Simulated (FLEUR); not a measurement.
Entries from a set of simulations; values are calculated unless marked as measured.

```xyz
6
Lattice="3.910 0.000 0.000 0.000 3.910 0.000 0.000 0.000 6.724" Properties=species:S:1:pos:R:3 pbc="T T T" subject="Magnetic state of DyClO from several starts" method="LDA (VWN) with U = 6.7 eV, J = 0.7 eV on Dy f; all-electron FLAPW, Dirac cores, scalar-relativistic bands (and 1 further level or step)" program="FLEUR MaX-R8.1" settings_of_one_run="kmax 4 1/bohr, gmax 12 1/bohr, muffin tin radii Dy: 2.65, Cl: 2.8, O: 1.5 bohr, lmax Dy: [10, 8], Cl: [10, 8], O: [6, 4], hist occupations, smearing width 0.03 eV, mixer Anderson, mixing 0.05, max iterations 130, stop 0.0001 me/bohr³, collinear spin, 6×6×6 k-mesh, double counting FLL, mesh matched on, seeded occupations whole cubic f orbitals, Hund's first rule, starting moments 5 -5 0 0 0 0 μB" cost="3 runs, 19 min in all on 4 MPI ranks of Intel Xeon 6975P-C (Granite Rapids), shared host (the runs of this entry)" notes="Known weakness: open f shell state may not be lowest. The f shell was seeded by Hund’s rules, so the run need not end in the lowest state; crystal-field states that mix several m can carry less. This is the lowest of 2 finished starts, no proof of the ground state." lowest_state_found="antiferromagnetic (initial antiferro +-)" largest_site_spin_moment="4.99 μB" next_finished_state="ferromagnetic, 0.349 meV a seeded atom higher" orbital_moment_on_the_atom_of_largest_spin_along_its_spin_spin_orbit_run="4.94 μB" spin_plus_orbital_moment="Dy 9.91 μB"
Dy    0.000    1.955    1.122
Dy    1.955    0.000    5.602
Cl    0.000    1.955    4.221
Cl    1.955    0.000    2.503
O     0.000    0.000    0.000
O     1.955    1.955    0.000
```

[Logs and program files are shortened in this print: banners, set-up blocks, solver, clock and traceback lines can be left out without a mark of their own.]

[Logs are printed without paths, hosts, clocks, repeated set-up lines and the standing remarks that a program may print on its own settings, such as how far it seeks lower states.]

[Hosts, paths, dates, database ids (printed as entryN), source tags and the programs' standing remarks are cut or masked in the printed files.]

[Where a cell is said to come from a database of computed structures, the database is the Materials Project.]
